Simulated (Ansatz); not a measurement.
# Li(100) with 4 thermally displaced layers, 2x2: scattering by thermal displacements, part 2 of 2

Aim: the resistivity of Li at 300 K from frozen thermal displacements between perfect leads.

Ansatz 0.2.0; Ansatz plane-wave DFT, PBE, PAW files; ballistic transport by layer matching (Landauer), zero bias; PAW set soft_1.

So far, open channels per spin nearest the Fermi level: step 2 (with 4 displaced layers) 4.92.

## 3. With 8 displaced layers

Each atom of 8 layers is moved at random, by amounts drawn from a normal law 0.2347 Å wide in each direction from the Debye model (344 K) at 300 K. A fresh draw is used; the growth of the resistance with length is what counts.

System of this step: Li(100) with 8 thermally displaced layers, 2x2. The cell holds 72 atoms: 72 Li. Its edges and angles: a = 7.020 Å, b = 7.020 Å, c = 31.590 Å, α = 90.0°, β = 90.0°, γ = 90.0°. It derives from Li. Regions: lead, 40 atoms (40 Li); scattering region, 32 atoms (32 Li). The structure is stacked along c, and the current runs across the ab planes.

Contents of input.yaml:

```yaml
crystal:
  lattice:
    - [7.02, 0.0, 0.0]
    - [0.0, 7.02, 0.0]
    - [0.0, 0.0, 31.59]
  atoms:
    - { symbol: Li, position: [0.0, 0.0, 0.0277777778] }
    - { symbol: Li, position: [0.0, 0.5, 0.0277777778] }
    - { symbol: Li, position: [0.5, 0.0, 0.0277777778] }
    - { symbol: Li, position: [0.5, 0.5, 0.0277777778] }
    - { symbol: Li, position: [0.25, 0.25, 0.0833333333] }
    - { symbol: Li, position: [0.25, 0.75, 0.0833333333] }
    - { symbol: Li, position: [0.75, 0.25, 0.0833333333] }
    - { symbol: Li, position: [0.75, 0.75, 0.0833333333] }
    - { symbol: Li, position: [0.0, 0.0, 0.1388888889] }
    - { symbol: Li, position: [0.0, 0.5, 0.1388888889] }
    - { symbol: Li, position: [0.5, 0.0, 0.1388888889] }
    - { symbol: Li, position: [0.5, 0.5, 0.1388888889] }
    - { symbol: Li, position: [0.25, 0.25, 0.1944444444] }
    - { symbol: Li, position: [0.25, 0.75, 0.1944444444] }
    - { symbol: Li, position: [0.75, 0.25, 0.1944444444] }
    - { symbol: Li, position: [0.75, 0.75, 0.1944444444] }
    - { symbol: Li, position: [0.0, 0.0, 0.25] }
    - { symbol: Li, position: [0.0, 0.5, 0.25] }
    - { symbol: Li, position: [0.5, 0.0, 0.25] }
    - { symbol: Li, position: [0.5, 0.5, 0.25] }
    - { symbol: Li, position: [0.3102300932, 0.2939649696, 0.3082105584] }
    - { symbol: Li, position: [0.2096049427, 0.7498510948, 0.3104325515] }
    - { symbol: Li, position: [0.7069290469, 0.2632092462, 0.3087490415] }
    - { symbol: Li, position: [0.7732692644, 0.7104139903, 0.3006397232] }
    - { symbol: Li, position: [0.985409621, 0.9608925876, 0.3740329906] }
    - { symbol: Li, position: [0.9834213081, 0.5109977176, 0.3591901585] }
    - { symbol: Li, position: [0.5529367635, 0.0441407228, 0.3658163298] }
    - { symbol: Li, position: [0.4263349041, 0.5017393702, 0.3661902612] }
    - { symbol: Li, position: [0.2835632376, 0.2293428738, 0.4302025101] }
    - { symbol: Li, position: [0.2058569377, 0.7278845897, 0.4236132152] }
    - { symbol: Li, position: [0.7516399349, 0.316941584, 0.4180671883] }
    - { symbol: Li, position: [0.7288318156, 0.7373777503, 0.4085604697] }
    - { symbol: Li, position: [0.9572861312, 0.0210751598, 0.4765397417] }
    - { symbol: Li, position: [0.0432781357, 0.4747729255, 0.4847707137] }
    - { symbol: Li, position: [0.4903923993, 0.0526337267, 0.4690070274] }
    - { symbol: Li, position: [0.4754122059, 0.5083505245, 0.4798849557] }
    - { symbol: Li, position: [0.2553826788, 0.2304253036, 0.5178137674] }
    - { symbol: Li, position: [0.2031460594, 0.7668050893, 0.5351304217] }
    - { symbol: Li, position: [0.7445075005, 0.2140831244, 0.5342636659] }
    - { symbol: Li, position: [0.7071954074, 0.7261615638, 0.5323913607] }
    - { symbol: Li, position: [0.9247759827, 0.0129166444, 0.5790122849] }
    - { symbol: Li, position: [0.0036533076, 0.4974692375, 0.5848348546] }
    - { symbol: Li, position: [0.5232067225, 0.9746470933, 0.5938899032] }
    - { symbol: Li, position: [0.5242738955, 0.528206657, 0.5919871852] }
    - { symbol: Li, position: [0.2763297035, 0.2782182247, 0.6394504788] }
    - { symbol: Li, position: [0.2023018102, 0.7454853344, 0.6331721135] }
    - { symbol: Li, position: [0.7024366059, 0.2586402833, 0.6346650972] }
    - { symbol: Li, position: [0.7155728148, 0.7151316405, 0.6408829772] }
    - { symbol: Li, position: [0.0119906898, 0.0442108099, 0.6943410714] }
    - { symbol: Li, position: [0.0348295356, 0.5468788336, 0.7029891014] }
    - { symbol: Li, position: [0.4209260005, 0.0410758784, 0.6969675041] }
    - { symbol: Li, position: [0.5141670149, 0.5124104292, 0.6972879728] }
    - { symbol: Li, position: [0.25, 0.25, 0.75] }
    - { symbol: Li, position: [0.25, 0.75, 0.75] }
    - { symbol: Li, position: [0.75, 0.25, 0.75] }
    - { symbol: Li, position: [0.75, 0.75, 0.75] }
    - { symbol: Li, position: [0.0, 0.0, 0.8055555556] }
    - { symbol: Li, position: [0.0, 0.5, 0.8055555556] }
    - { symbol: Li, position: [0.5, 0.0, 0.8055555556] }
    - { symbol: Li, position: [0.5, 0.5, 0.8055555556] }
    - { symbol: Li, position: [0.25, 0.25, 0.8611111111] }
    - { symbol: Li, position: [0.25, 0.75, 0.8611111111] }
    - { symbol: Li, position: [0.75, 0.25, 0.8611111111] }
    - { symbol: Li, position: [0.75, 0.75, 0.8611111111] }
    - { symbol: Li, position: [0.0, 0.0, 0.9166666667] }
    - { symbol: Li, position: [0.0, 0.5, 0.9166666667] }
    - { symbol: Li, position: [0.5, 0.0, 0.9166666667] }
    - { symbol: Li, position: [0.5, 0.5, 0.9166666667] }
    - { symbol: Li, position: [0.25, 0.25, 0.9722222222] }
    - { symbol: Li, position: [0.25, 0.75, 0.9722222222] }
    - { symbol: Li, position: [0.75, 0.25, 0.9722222222] }
    - { symbol: Li, position: [0.75, 0.75, 0.9722222222] }
kpoints:
  mp_grid: { grid: [3, 3, 1] }
hamiltonian:
  xc: pbe
  pseudopotentials: { kind: paw, azcp: { folder: soft_1 } }
scf:
  occupations: { method: fermi_dirac, width: 0.1 }
output:
  transmission: { leads: [[0, 4]], kmesh: [6, 6], e_range: [-0.05, 0.05], de: 0.05 }
  write_potential: true
  write_density: true
  volumetric_format: npy
```

On the command line:

```console
ansatz run input.yaml --threads 4 --pin off --max-ram 15360MiB --backend cpu --events-out ev --progress --plain --runs-dir out
```

Numbers of over 12 decimals in the logs are rounded to 6 here.

Output:

```text
[...]
Crystal: 72 atoms, lattice volume = 1556.768 Å³
Basis set: ecut = 420 eV, 30501 PW (Γ)
Bands: 180, of which v1, the nominal top of the filled ones, is band 108 counted from 1 (107 counted from 0)
Symmetry: 1 space group operations
[...]
k-points: 5 of 9 (time reversal used)
[...]
SCF iter   1: F=—  HF=-14736.644124 eV  |F-HF|=—  |Δ(HF+E_count)|=         —  Δρ=6.73e-3  dr2=7.06e0  ethr=3.10e-3  ⟨swp⟩=10.6  Hψ=5598  notcnv=0  defer=113
[...]
SCF iter   8: F=-14735.049444 eV  HF=-14735.049445 eV  |F-HF|=1.97e-8  |Δ(HF+E_count)|=   6.69e-8  Δρ=1.07e-6  dr2=5.68e-8  ethr=4.63e-11  ⟨swp⟩=12.6  Hψ=4044  notcnv=0
SCF 1 converged in 8 iterations: F = -14735.049444 eV  dr2 = 5.68e-8
[...]
transmission: 81 of 800 steps passed
transmission: 165 of 800 steps passed
[...]
transmission: 800 of 800 steps passed
SCF converged after 8 iterations
Free energy (F): -14735.049444 eV
[...]
Internal energy: -14734.019060 eV  (E = F + TS)
E sigma→0 (E₀):  -14734.534252 eV
Entropy (-TS):   -1.030385 eV (-14.311 meV/atom)
Fermi energy:    0.755126 eV
[...]
--- Band table (eV; the first three rows and the last of 5) ---
  k-point 0: bands = [... 104 lower, 0.4822, 0.5139, 0.5458, 0.5511, 0.5789, 0.6006, 0.6400, 0.9309, ... 68 higher]
  k-point 1: bands = [... 104 lower, 0.6453, 0.6642, 0.6831, 0.6951, 0.8015, 0.8136, 0.8283, 0.8737, ... 68 higher]
  k-point 2: bands = [... 104 lower, 0.6448, 0.6604, 0.6837, 0.6969, 0.7948, 0.8173, 0.8407, 0.8625, ... 68 higher]
  k-point 4: bands = [... 104 lower, 0.4279, 0.4534, 0.6626, 0.7109, 1.1449, 1.1722, 1.2288, 1.2460, ... 68 higher]
--- Transmission ---
  basis      : 437 plane waves across, 40 finite elements along
  points     : 20, standing for a mesh of 6 x 6
[...]
channels       : 4.916667e0 a spin
[...]
junction   : crystal 0 to crystal 0, 0.70 to 30.53 Å
    transmission   : 3.953858e0 a spin
[...]
```

Elapsed: 17 min, on 4 threads of Arm Neoverse V1, shared host; peak memory 4.9 GiB.

This step gave:

```
free energy                                   : -14735.0494 eV
energy at zero smearing                       : -14734.5343 eV
Fermi energy                                  : 0.7551 eV
transmission per spin nearest the Fermi level : 3.954
step of the lead's potential                  : 12.4 meV
```

Per spin. The transmission, zone mean by energy, zero at the Fermi level:

| energy (eV) | transmission, zone mean |
| --- | --- |
| -0.0500 | 3.90 |
| 0.0000 | 3.95 |
| 0.0500 | 4.08 |

Over the solved energies the transmission per spin lies between 3.90 and 4.08, out of 4.84 channels of the lead on average (up to 4.92).

## 4. With 12 displaced layers

Each atom of 12 layers is moved at random, by amounts drawn from a normal law 0.2347 Å wide in each direction from the Debye model (344 K) at 300 K. A fresh draw is used; the growth of the resistance with length is what counts.

System of this step: Li(100) with 12 thermally displaced layers, 2x2. The cell holds 88 atoms: 88 Li. Cell: a = 7.020 Å, b = 7.020 Å, c = 38.610 Å, α = 90.0°, β = 90.0°, γ = 90.0°. It derives from Li. Regions: lead, 40 atoms (40 Li); scattering region, 48 atoms (48 Li). The structure is stacked along c, and the current runs across the ab planes.

Contents of input.yaml:

```yaml
crystal:
  lattice:
    - [7.02, 0.0, 0.0]
    - [0.0, 7.02, 0.0]
    - [0.0, 0.0, 38.61]
  atoms:
    - { symbol: Li, position: [0.0, 0.0, 0.0227272727] }
    - { symbol: Li, position: [0.0, 0.5, 0.0227272727] }
    - { symbol: Li, position: [0.5, 0.0, 0.0227272727] }
    - { symbol: Li, position: [0.5, 0.5, 0.0227272727] }
    - { symbol: Li, position: [0.25, 0.25, 0.0681818182] }
    - { symbol: Li, position: [0.25, 0.75, 0.0681818182] }
    - { symbol: Li, position: [0.75, 0.25, 0.0681818182] }
    - { symbol: Li, position: [0.75, 0.75, 0.0681818182] }
    - { symbol: Li, position: [0.0, 0.0, 0.1136363636] }
    - { symbol: Li, position: [0.0, 0.5, 0.1136363636] }
    - { symbol: Li, position: [0.5, 0.0, 0.1136363636] }
    - { symbol: Li, position: [0.5, 0.5, 0.1136363636] }
    - { symbol: Li, position: [0.25, 0.25, 0.1590909091] }
    - { symbol: Li, position: [0.25, 0.75, 0.1590909091] }
    - { symbol: Li, position: [0.75, 0.25, 0.1590909091] }
    - { symbol: Li, position: [0.75, 0.75, 0.1590909091] }
    - { symbol: Li, position: [0.0, 0.0, 0.2045454545] }
    - { symbol: Li, position: [0.0, 0.5, 0.2045454545] }
    - { symbol: Li, position: [0.5, 0.0, 0.2045454545] }
    - { symbol: Li, position: [0.5, 0.5, 0.2045454545] }
    - { symbol: Li, position: [0.2606782726, 0.2380012413, 0.2384412387] }
    - { symbol: Li, position: [0.2463588936, 0.7231306021, 0.2565655865] }
    - { symbol: Li, position: [0.740346305, 0.2527906479, 0.2448358171] }
    - { symbol: Li, position: [0.7329294829, 0.7496144405, 0.2409714038] }
    - { symbol: Li, position: [0.0100521436, 0.9964539198, 0.2882473526] }
    - { symbol: Li, position: [0.9198251591, 0.5171517428, 0.2936457323] }
    - { symbol: Li, position: [0.4822813953, 0.992105162, 0.3064956804] }
    - { symbol: Li, position: [0.4983351138, 0.5028957512, 0.2864156301] }
    - { symbol: Li, position: [0.3050718612, 0.2806723564, 0.34739427] }
    - { symbol: Li, position: [0.2515937375, 0.780644502, 0.3431638271] }
    - { symbol: Li, position: [0.7704994008, 0.2449120678, 0.3319503179] }
    - { symbol: Li, position: [0.7843954229, 0.6853127533, 0.3394506773] }
    - { symbol: Li, position: [0.9931626498, 0.9651363522, 0.3900903993] }
    - { symbol: Li, position: [0.993302818, 0.4853951428, 0.3895234044] }
    - { symbol: Li, position: [0.4840675819, 0.0464347103, 0.3884998953] }
    - { symbol: Li, position: [0.4841426693, 0.4350016684, 0.3784146847] }
    - { symbol: Li, position: [0.2863336215, 0.2483082657, 0.4300972551] }
    - { symbol: Li, position: [0.3049352144, 0.7071200109, 0.4282583621] }
    - { symbol: Li, position: [0.7342010164, 0.2696017238, 0.4277849978] }
    - { symbol: Li, position: [0.7294929512, 0.6963385732, 0.4362514061] }
    - { symbol: Li, position: [0.0269498829, 0.9840743447, 0.4782655609] }
    - { symbol: Li, position: [0.9567858073, 0.4842269093, 0.4856483639] }
    - { symbol: Li, position: [0.5045375869, 0.0772372973, 0.4724879123] }
    - { symbol: Li, position: [0.5193993717, 0.493464084, 0.4807119532] }
    - { symbol: Li, position: [0.2497589185, 0.2312386988, 0.5174536142] }
    - { symbol: Li, position: [0.3525000579, 0.7474142929, 0.5104693494] }
    - { symbol: Li, position: [0.7283167634, 0.2726674098, 0.5196880579] }
    - { symbol: Li, position: [0.7954808035, 0.7835109752, 0.5218013087] }
    - { symbol: Li, position: [0.9842134437, 0.9664086995, 0.5639271926] }
    - { symbol: Li, position: [0.95075165, 0.5402639303, 0.5778506179] }
    - { symbol: Li, position: [0.4580063007, 0.960495394, 0.5574322247] }
    - { symbol: Li, position: [0.467777583, 0.3961526788, 0.5612386731] }
    - { symbol: Li, position: [0.293356918, 0.2384438911, 0.6188308061] }
    - { symbol: Li, position: [0.2336533735, 0.8088605145, 0.6148472757] }
    - { symbol: Li, position: [0.7372293582, 0.3353295745, 0.6116641176] }
    - { symbol: Li, position: [0.7091735277, 0.7567500127, 0.6134003116] }
    - { symbol: Li, position: [0.0356480818, 0.9691890415, 0.6639822418] }
    - { symbol: Li, position: [0.0285080627, 0.4776786804, 0.6600831596] }
    - { symbol: Li, position: [0.4722272983, 0.0784222382, 0.6548109185] }
    - { symbol: Li, position: [0.4848533593, 0.4643681833, 0.6569870708] }
    - { symbol: Li, position: [0.2498035597, 0.2756678043, 0.700834717] }
    - { symbol: Li, position: [0.2437894281, 0.7026456287, 0.6995162332] }
    - { symbol: Li, position: [0.8421288485, 0.2848095918, 0.6997957036] }
    - { symbol: Li, position: [0.7052897416, 0.7173854865, 0.7044136104] }
    - { symbol: Li, position: [0.0011609777, 0.9751154304, 0.7421797796] }
    - { symbol: Li, position: [0.0475512499, 0.5151002055, 0.7477232531] }
    - { symbol: Li, position: [0.4926231195, 0.9822973737, 0.7321537554] }
    - { symbol: Li, position: [0.5038666673, 0.464210845, 0.7439053569] }
    - { symbol: Li, position: [0.25, 0.25, 0.7954545455] }
    - { symbol: Li, position: [0.25, 0.75, 0.7954545455] }
    - { symbol: Li, position: [0.75, 0.25, 0.7954545455] }
    - { symbol: Li, position: [0.75, 0.75, 0.7954545455] }
    - { symbol: Li, position: [0.0, 0.0, 0.8409090909] }
    - { symbol: Li, position: [0.0, 0.5, 0.8409090909] }
    - { symbol: Li, position: [0.5, 0.0, 0.8409090909] }
    - { symbol: Li, position: [0.5, 0.5, 0.8409090909] }
    - { symbol: Li, position: [0.25, 0.25, 0.8863636364] }
    - { symbol: Li, position: [0.25, 0.75, 0.8863636364] }
    - { symbol: Li, position: [0.75, 0.25, 0.8863636364] }
    - { symbol: Li, position: [0.75, 0.75, 0.8863636364] }
    - { symbol: Li, position: [0.0, 0.0, 0.9318181818] }
    - { symbol: Li, position: [0.0, 0.5, 0.9318181818] }
    - { symbol: Li, position: [0.5, 0.0, 0.9318181818] }
    - { symbol: Li, position: [0.5, 0.5, 0.9318181818] }
    - { symbol: Li, position: [0.25, 0.25, 0.9772727273] }
    - { symbol: Li, position: [0.25, 0.75, 0.9772727273] }
    - { symbol: Li, position: [0.75, 0.25, 0.9772727273] }
    - { symbol: Li, position: [0.75, 0.75, 0.9772727273] }
kpoints:
  mp_grid: { grid: [3, 3, 1] }
hamiltonian:
  xc: pbe
  pseudopotentials: { kind: paw, azcp: { folder: soft_1 } }
scf:
  occupations: { method: fermi_dirac, width: 0.1 }
output:
  transmission: { leads: [[0, 4]], kmesh: [6, 6], e_range: [-0.05, 0.05], de: 0.05 }
  write_potential: true
  write_density: true
  volumetric_format: npy
```

Output:

```text
[...]
Crystal: 88 atoms, lattice volume = 1902.716 Å³
Basis set: ecut = 420 eV, 37253 PW (Γ)
Bands: 220, of which v1, the nominal top of the filled ones, is band 132 counted from 1 (131 counted from 0)
Symmetry: 1 space group operations
[...]
k-points: 5 of 9 (time reversal used)
[...]
SCF iter   1: F=—  HF=-18010.519982 eV  |F-HF|=—  |Δ(HF+E_count)|=         —  Δρ=8.37e-3  dr2=1.52e1  ethr=3.10e-3  ⟨swp⟩=10.6  Hψ=6821  notcnv=0  defer=125
[...]
SCF iter   9: F=-18007.620485 eV  HF=-18007.620485 eV  |F-HF|=2.49e-8  |Δ(HF+E_count)|=   1.40e-8  Δρ=4.15e-7  dr2=3.06e-8  ethr=3.79e-11  ⟨swp⟩=16.0  Hψ=4447  notcnv=0
SCF 1 converged in 9 iterations: F = -18007.620485 eV  dr2 = 3.06e-8
[...]
transmission: 99 of 980 steps passed
transmission: 201 of 980 steps passed
[...]
transmission: 980 of 980 steps passed
SCF converged after 9 iterations
Free energy (F): -18007.620485 eV
[...]
Internal energy: -18006.348141 eV  (E = F + TS)
E sigma→0 (E₀):  -18006.984313 eV
Entropy (-TS):   -1.272344 eV (-14.458 meV/atom)
Fermi energy:    0.761333 eV
[...]
--- Band table (eV; the first three rows and the last of 5) ---
  k-point 0: bands = [... 128 lower, 0.4194, 0.6021, 0.6242, 0.6438, 0.6629, 0.7236, 0.7404, 0.7663, ... 84 higher]
  k-point 1: bands = [... 128 lower, 0.6477, 0.6593, 0.6754, 0.6858, 0.8100, 0.8335, 0.8751, 0.9007, ... 84 higher]
  k-point 2: bands = [... 128 lower, 0.6267, 0.6436, 0.6748, 0.6863, 0.8082, 0.8358, 0.8733, 0.8853, ... 84 higher]
  k-point 4: bands = [... 128 lower, 0.5521, 0.5934, 0.6266, 0.6494, 1.1165, 1.1551, 1.1767, 1.2494, ... 84 higher]
--- Transmission ---
  basis      : 437 plane waves across, 49 finite elements along
  points     : 20, standing for a mesh of 6 x 6
[...]
channels       : 4.916667e0 a spin
[...]
junction   : crystal 0 to crystal 0, 0.70 to 37.55 Å
    transmission   : 3.383934e0 a spin
[...]
```

Wall time 21 min (4 threads); peak memory 7.1 GiB.

This step gave:

```
free energy                                   : -18007.6205 eV
energy at zero smearing                       : -18006.9843 eV
Fermi energy                                  : 0.7613 eV
transmission per spin nearest the Fermi level : 3.384
step of the lead's potential                  : 9.8 meV
```

Per spin. Table of transmission, zone mean by energy, zero at the Fermi level:

| energy (eV) | transmission, zone mean |
| --- | --- |
| -0.0500 | 3.32 |
| 0.0000 | 3.38 |
| 0.0500 | 3.43 |

Over the solved energies the transmission per spin lies between 3.32 and 3.43, out of 4.84 channels of the lead on average (up to 4.92).

## 5. The fit

This step: Ansatz plane-wave DFT, PBE, PAW files; ballistic transport by layer matching (Landauer), zero bias; resistivity from the slope of the area resistance; PAW set soft_1 (Ansatz 0.2.0).

This step gave:

| Quantity | Value |
| --- | --- |
| resistivity | 29.92 µΩ cm |
| intercept | -0.08589 fΩ m² |
| scatter about the fit | 0.03426 fΩ m² |

Resistance, by row:

| run | length (Å) | T | channels N | RA (fΩ m²) |
| --- | --- | --- | --- | --- |
| n4 | 7.02 | 4.351 | 4.843 | 0.1484 |
| n8 | 14.04 | 3.977 | 4.843 | 0.2858 |
| n12 | 21.06 | 3.38 | 4.843 | 0.5685 |

Table of area resistance by length of the displaced region:

| length of the displaced region (Å) | area resistance (fΩ m²) |
| --- | --- |
| 7.02 | 0.148 |
| 14.04 | 0.286 |
| 21.06 | 0.569 |

The area resistance goes from 0.15 to 0.57 fΩ m² between 7.0 and 21.1 Å, a slope of 30 µΩ cm.

By hand from the end points: (0.5685 − 0.1484) fΩ m² / (21.06 − 7.02) Å = 30 µΩ cm, since 1 fΩ m² per Å is 1000 µΩ cm.

## 6. Outcome

| Quantity | Value |
| --- | --- |
| resistivity from the slope | 29.9 µΩ cm |
| area resistance over 7.02 Å | 0.148 fΩ m² |
| area resistance over 14.0 Å | 0.286 fΩ m² |
| area resistance over 21.1 Å | 0.569 fΩ m² |

**Reading.** The slope gives 30 µΩ cm. The points scatter by 0.034 fΩ m² about the line, with one random draw a length in a 2x2 cell, so the slope is a rough value. The mean square of the displacements drawn is 0.78, 0.99 and 1.2 of the nominal one at the three lengths; with each resistance scaled back by that, the slope is 21 µΩ cm, the value used below. Read with a model of isotropic scattering on a spherical Fermi surface and the lead's 0.76×10¹⁵ S/m², this slope means a mean free path near 52 Å; over these lengths the model's slope is 1.10 times its bulk resistivity, which would be 19 µΩ cm. Uncorrelated displacements put too much weight on short waves, which scatter strongly; with the sideways repeat of a small cell, one draw and three short lengths, the method is good to a factor of two or three. The measured value is 9.55 µΩ cm (CRC Handbook of Chemistry and Physics, 84th ed., 2003, Electrical Resistivity of Pure Metals); the scaled slope is 2.2 times that and the corrected value 2.0: clearly high.

[Logs are printed without paths, hosts, clocks, repeated set-up lines and the standing remarks that a program may print on its own settings, such as how far it seeks lower states.]

[Hosts, paths, dates, database ids (printed as entryN), source tags and the programs' standing remarks are cut or masked in the printed files.]
